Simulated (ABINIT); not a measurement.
# MgO (Fm-3m): G0W0 with ABINIT, start to end

Wanted: ground state, empty states, screening and self-energy for MgO (Fm-3m).

Program: ABINIT 10.8.3. Level of theory: PBE and many-body steps on it, plane waves. Results are calculated unless marked as measured.

**The experiments to reproduce.**

- Gap 7.83 eV: literature experimental gap; bulk crystal (quoted in “Electronic structure of alkaline earth and post-transition metal oxides”, 2009, arxiv:0908.1581).

- Gap 7.83 eV: direct gap at Gamma, low temperature; bulk crystal (literature value) (quoted in “The Band-Gap Studies of Short-Period CdO/MgO Superlattices”, 2021, pmc:8035356).

Report form: the programs' logs are mostly left out.

## 1. The structure

It takes space group Fm-3m (No. 225, cubic). Conventional cell: a = 4.194 Å, b = 4.194 Å, c = 4.194 Å, α = 90.00°, β = 90.00°, γ = 90.00°. Nearest to Mg lie 6 O at 2.10 Å. O has 6 Mg at 2.10 Å nearest. Farther neighbours and most contacts between anions are not listed.

The cell and positions are those that the Materials Project relaxed with its own functionals (PBE, PBE+U or r2SCAN), kept fixed.

## 2. Ground state

This step: ABINIT 10.8.3; DFT, PBE, plane waves, norm-conserving pseudopotentials.

The ground-state density comes first.

Input file run.abi:

```
acell 3*1.0 Angstrom
rprim 
  -0.000000000000 2.097001392700 2.097001392700
  2.097001392700 0.000000000000 2.097001392700
  2.097001392700 2.097001392700 0.000000000000
ntypat 2
znucl 12 8
natom 2
typat 1 2
xred 
  0.000000000000 0.000000000000 0.000000000000
  0.500000000000 0.500000000000 0.500000000000
pp_dirpath "pseudos"
pseudos "Mg.upf, O.upf"
ecut 38
ngkpt 8 8 8
nshiftk 1
shiftk 0 0 0
kptopt 1
chksymbreak 0
nband 13
occopt 1
tolvrs 1e-10
nstep 60
prtwf 0
optforces 0
optstress 0
indata_prefix "in"
outdata_prefix "out"
tmpdata_prefix "tmp"
```

Run with:

```bash
> OMP_NUM_THREADS=1 mpirun -n 4 abinit run.abi > log
```

Wall time 9.4 s (4 MPI ranks of AMD EPYC 7571, shared host); peak memory 0.29 GiB.

This step gave:

```yaml
total_energy: -2069.4380 eV
gap: 4.895 eV
k_of_the_valence_top: 0, 0, 0
k_of_the_conduction_bottom: 0, 0, 0
least_direct_gap: 4.895 eV
```

The gap is direct, at Γ.

## 3. Bands along the symmetry lines

The cheap functional maps the bands first; the places of the edges decide which points the dearer methods must see.

Input file run.abi:

```
acell 3*1.0 Angstrom
rprim 
  -0.000000000000 2.097001392700 2.097001392700
  2.097001392700 0.000000000000 2.097001392700
  2.097001392700 2.097001392700 0.000000000000
ntypat 2
znucl 12 8
natom 2
typat 1 2
xred 
  0.000000000000 0.000000000000 0.000000000000
  0.500000000000 0.500000000000 0.500000000000
pp_dirpath "pseudos"
pseudos "Mg.upf, O.upf"
ecut 38
iscf -2
irdden 1
kptopt 0
nkpt 50
kpt 
  0.00000000 0.00000000 0.00000000
  0.06250000 0.00000000 0.06250000
  0.12500000 0.00000000 0.12500000
  0.18750000 0.00000000 0.18750000
  0.25000000 0.00000000 0.25000000
  0.31250000 0.00000000 0.31250000
  0.37500000 0.00000000 0.37500000
  0.43750000 0.00000000 0.43750000
  0.50000000 0.00000000 0.50000000
  0.51562500 0.03125000 0.51562500
  0.53125000 0.06250000 0.53125000
  0.54687500 0.09375000 0.54687500
  0.56250000 0.12500000 0.56250000
  0.57812500 0.15625000 0.57812500
  0.59375000 0.18750000 0.59375000
  0.60937500 0.21875000 0.60937500
  0.62500000 0.25000000 0.62500000
  0.37500000 0.37500000 0.75000000
  0.32812500 0.32812500 0.65625000
  0.28125000 0.28125000 0.56250000
  0.23437500 0.23437500 0.46875000
  0.18750000 0.18750000 0.37500000
  0.14062500 0.14062500 0.28125000
  0.09375000 0.09375000 0.18750000
  0.04687500 0.04687500 0.09375000
  0.00000000 0.00000000 0.00000000
  0.06250000 0.06250000 0.06250000
  0.12500000 0.12500000 0.12500000
  0.18750000 0.18750000 0.18750000
  0.25000000 0.25000000 0.25000000
  0.31250000 0.31250000 0.31250000
  0.37500000 0.37500000 0.37500000
  0.43750000 0.43750000 0.43750000
  0.50000000 0.50000000 0.50000000
  0.50000000 0.46875000 0.53125000
  0.50000000 0.43750000 0.56250000
  0.50000000 0.40625000 0.59375000
  0.50000000 0.37500000 0.62500000
  0.50000000 0.34375000 0.65625000
  0.50000000 0.31250000 0.68750000
  0.50000000 0.28125000 0.71875000
  0.50000000 0.25000000 0.75000000
  0.50000000 0.21875000 0.71875000
  0.50000000 0.18750000 0.68750000
  0.50000000 0.15625000 0.65625000
  0.50000000 0.12500000 0.62500000
  0.50000000 0.09375000 0.59375000
  0.50000000 0.06250000 0.56250000
  0.50000000 0.03125000 0.53125000
  0.50000000 0.00000000 0.50000000
istwfk *1
nband 15
nbdbuf 2
tolwfr 1e-08
nstep 40
prtwf 0
prtvol 0
indata_prefix "in"
outdata_prefix "out"
tmpdata_prefix "tmp"
```

Elapsed: 7.7 s, on 4 MPI ranks; peak memory 0.27 GiB; 30 s of CPU time.

Numbers from this step:

```
gap                        : 4.895 eV
k of the valence top       : 0, 0, 0
k of the conduction bottom : 0, 0, 0
least direct gap           : 4.895 eV
```

The gap is 4.895 eV, as in the run before at this level.

The electronic bands at the labelled points (eV, zero at the top of the highest filled band; v1 is the highest filled band, c1 the lowest empty one):

| point | v4 | v3 | v2 | v1 | c1 | c2 | c3 | c4 |
| --- | --- | --- | --- | --- | --- | --- | --- | --- |
| Γ | -17.25 | 0.00 | 0.00 | 0.00 | 4.89 | 16.04 | 16.04 | 16.04 |
| halfway | -16.47 | -2.63 | -0.74 | -0.74 | 8.23 | 11.31 | 15.69 | 17.68 |
| X | -15.67 | -4.09 | -1.35 | -1.35 | 9.24 | 10.15 | 13.23 | 19.19 |
| halfway | -15.66 | -3.94 | -1.80 | -1.30 | 9.63 | 10.67 | 13.07 | 18.82 |
| U | -15.65 | -3.50 | -2.72 | -1.15 | 10.22 | 11.95 | 12.66 | 18.34 |
| jump to K | -15.65 | -3.50 | -2.72 | -1.15 | 10.22 | 11.95 | 12.66 | 18.34 |
| halfway | -16.39 | -2.94 | -1.18 | -0.39 | 8.32 | 12.13 | 15.56 | 18.15 |
| Γ | -17.25 | 0.00 | 0.00 | 0.00 | 4.89 | 16.04 | 16.04 | 16.04 |
| halfway | -16.63 | -2.66 | -0.34 | -0.34 | 7.24 | 12.72 | 16.87 | 16.87 |
| L | -15.90 | -4.64 | -0.65 | -0.65 | 8.02 | 12.76 | 16.49 | 16.49 |
| halfway | -15.76 | -4.02 | -1.94 | -0.99 | 9.80 | 12.34 | 13.67 | 17.10 |
| W | -15.61 | -2.96 | -2.96 | -1.78 | 11.77 | 11.77 | 12.35 | 15.74 |
| halfway | -15.64 | -3.79 | -1.90 | -1.57 | 10.13 | 11.04 | 12.89 | 17.56 |
| X | -15.67 | -4.09 | -1.35 | -1.35 | 9.24 | 10.15 | 13.23 | 19.19 |

## 4. Empty states on the mesh, 4×4×4 mesh, 25 bands

The sums over transitions need many empty states on a uniform mesh; this step solves for them.

Input file run.abi:

```
acell 3*1.0 Angstrom
rprim 
  -0.000000000000 2.097001392700 2.097001392700
  2.097001392700 0.000000000000 2.097001392700
  2.097001392700 2.097001392700 0.000000000000
ntypat 2
znucl 12 8
natom 2
typat 1 2
xred 
  0.000000000000 0.000000000000 0.000000000000
  0.500000000000 0.500000000000 0.500000000000
pp_dirpath "pseudos"
pseudos "Mg.upf, O.upf"
ecut 38
ngkpt 4 4 4
nshiftk 1
shiftk 0 0 0
kptopt 1
chksymbreak 0
iscf -2
irdden 1
istwfk *1
nband 25
nbdbuf 4
tolwfr 1e-09
nstep 60
prtvol 0
indata_prefix "in"
outdata_prefix "out"
tmpdata_prefix "tmp"
```

The job ended after 4.7 s (4 MPI ranks; peak memory 0.21 GiB; 18 s of CPU time).

This step gave:

| Item | Value |
| --- | --- |
| gap | 4.895 eV |
| k of the valence top | 0, 0, 0 |
| k of the conduction bottom | 0, 0, 0 |
| least direct gap | 4.895 eV |
| k points computed | 8 |
| lowest point of the top converged band, above the valence top | 36.16 eV |

On this mesh the gap is 4.895 eV.

## 5. Screening, 4×4×4 mesh, 21 bands, screening to 108.8 eV

The RPA dielectric matrix is built and inverted for each q.

This step: RPA screening on PBE, plane waves, norm-conserving pseudopotentials.

run.abi: that of step 4 with these lines changed.

```diff
@@ -20,10 +20,11 @@
 chksymbreak 0
-iscf -2
-irdden 1
 istwfk *1
-nband 25
-nbdbuf 4
-tolwfr 1e-09
-nstep 60
-prtvol 0
+occopt 1
+irdwfk 1
+optdriver 3
+nband 21
+ecuteps 4
+inclvkb 2
+awtr 1
+symchi 1
 indata_prefix "in"
```

Wall time 7.1 s (4 MPI ranks); peak memory 0.38 GiB.

This step gave:

| Item | Value |
| --- | --- |
| ε∞ with local fields, on this mesh, along the program's q direction | 3.141 |
| the same without local fields | 3.332 |
| plasma frequency | 34.59 eV |
| plane waves in the screening matrix | 59 |

Local fields lower ε∞ by 6 %. On a Γ-centred mesh this coarse the value itself is usually too large, while a short band sum pulls it down.

## 6. Self-energy, 4×4×4 mesh, 21 bands, screening to 108.8 eV

The self-energy is evaluated for the states that the input lists, and the levels follow from it, in one-shot runs by the linearised quasiparticle equation.

This step: G0W0 on PBE, plane waves, norm-conserving pseudopotentials.

run.abi: that of step 5 with these lines changed.

```diff
@@ -23,8 +23,15 @@
 irdwfk 1
-optdriver 3
+optdriver 4
 nband 21
+gwcalctyp 0
+ecutsigx 38
+symsigma 1
+nkptgw 1
+kptgw 
+  0.0000000000 0.0000000000 0.0000000000
+bdgw 
+  6 12
 ecuteps 4
-inclvkb 2
-awtr 1
-symchi 1
+irdscr 1
+ppmodel 1
 indata_prefix "in"
```

Elapsed: 4.4 s, on 4 MPI ranks; peak memory 0.21 GiB; 17 s of CPU time.

Numbers from this step:

| Property | Result |
| --- | --- |
| G0W0 gap on the points computed | 7.085 eV |
| starting gap on the mesh | 4.895 eV |
| k of the valence top | 0, 0, 0 |
| k of the conduction bottom | 0, 0, 0 |
| Z at the valence top | 0.809 |
| Z at the conduction bottom | 0.857 |
| least direct G0W0 gap on the computed points | 7.085 eV |

The gap on the mesh goes from 4.89 eV to 7.08 eV, a correction of +2.19 eV.

Limits: finite bands, cutoff and mesh; coarse k mesh. v1 is the top filled band, c1 the lowest empty one. Levels before and after the correction, in eV, zero at the valence-band top of each column:

```csv
,conduction bottom,valence top
Kohn-Sham,4.89,0.00
G0W0,7.08,0.00
```

```
             level  energy (eV)
Kohn-Sham  Γ v3-v1        0.000
Kohn-Sham     Γ c1        4.895
Kohn-Sham  Γ c2-c4       16.036
     G0W0  Γ v3-v1        0.000
     G0W0     Γ c1        7.085
     G0W0  Γ c2-c4       18.609
```

## 7. Where the time went

Times are wall times on 4 MPI ranks of AMD EPYC 7571, shared host, good to a factor of about two.

```
                          step   time  share  memory (GiB)
                  ground state  9.4 s   28 %          0.29
bands along the symmetry lines  7.7 s   23 %          0.27
      empty states on the mesh  4.7 s   14 %          0.21
                     screening  7.1 s   21 %          0.38
                   self-energy  4.4 s   13 %          0.21
```

## 8. What came out

```
PBE gap              : 4.89 eV, direct
G0W0 gap on the mesh : 7.08 eV
GW settings          : 4×4×4 mesh, 21 bands, screening to 108.8 eV, Godby-Needs plasmon pole
known limits         : not at the basis limit; coarse k mesh
```

What this shows: G0W0 moves the gap on the mesh from 4.89 eV to 7.08 eV (+2.19 eV), with Z of 0.81 and 0.86 at the edges. Local fields lower the RPA ε∞ on this mesh from 3.33 to 3.14; a Γ-centred mesh this coarse tends to raise both, most where the direct gap is narrow, while a short band sum lowers them. Only 1 of the mesh's irreducible points was corrected, so a valley elsewhere could overtake. Against experiment, by G0W0@PBE: the gap of 7.08 eV lies −0.75 eV from the measured 7.83 eV (kind not stated, quoted 2009); the direct gap of 7.08 eV lies −0.75 eV from the measured 7.83 eV (direct, quoted 2021). An exciton line or allowed optical edge lies below the quasiparticle gap by the binding energy; a forbidden edge can push the onset above it. The calculation has static nuclei and no excitons; a measured gap holds zero-point and thermal motion, which mostly lowers it. Against the values above the computed gap that would widen the miss. A likelier cause is too strong a screening: the start's gap is only 4.89 eV, the mesh is coarse, and one shot does not repair that. Bands and cutoff are finite, so the gap is not at the basis limit. The miss can reach some tenths of an eV and take either sign; the mesh is an error of its own. In the G0W0 run levels were corrected at 1 k point alone, so a gap called «on the mesh» is the least over those, and an edge elsewhere would be missed. The 4×4×4 mesh is coarse for this cell, which bears on the long-range parts of exchange and screening.

[Paths, hosts, dates, memory and timing lines, banners, echoed tables and standing remarks are left out of the program output.]

[Logs are printed without paths, hosts, clocks, repeated set-up lines and the standing remarks that a program may print on its own settings, such as how far it seeks lower states.]

[Runs of the session that timed out or met a known fault of the program may be left out.]

[No measured gap is set beside runs whose start may be inverted or whose files or cutoffs have a known fault.]

[Hosts, paths, dates, database ids (printed as entryN), source tags and the programs' standing remarks are cut or masked in the printed files.]

[G0W0 gaps are taken among the corrected bands and points alone; a level outside them can change the order at an edge.]

[Where Ansatz stands beside ABINIT at settings called matched, ABINIT's density can come from a denser mesh and the files from another edition; pairs whose starting gaps differed by over 0.03 eV were left out, so agreement reads better than it is.]
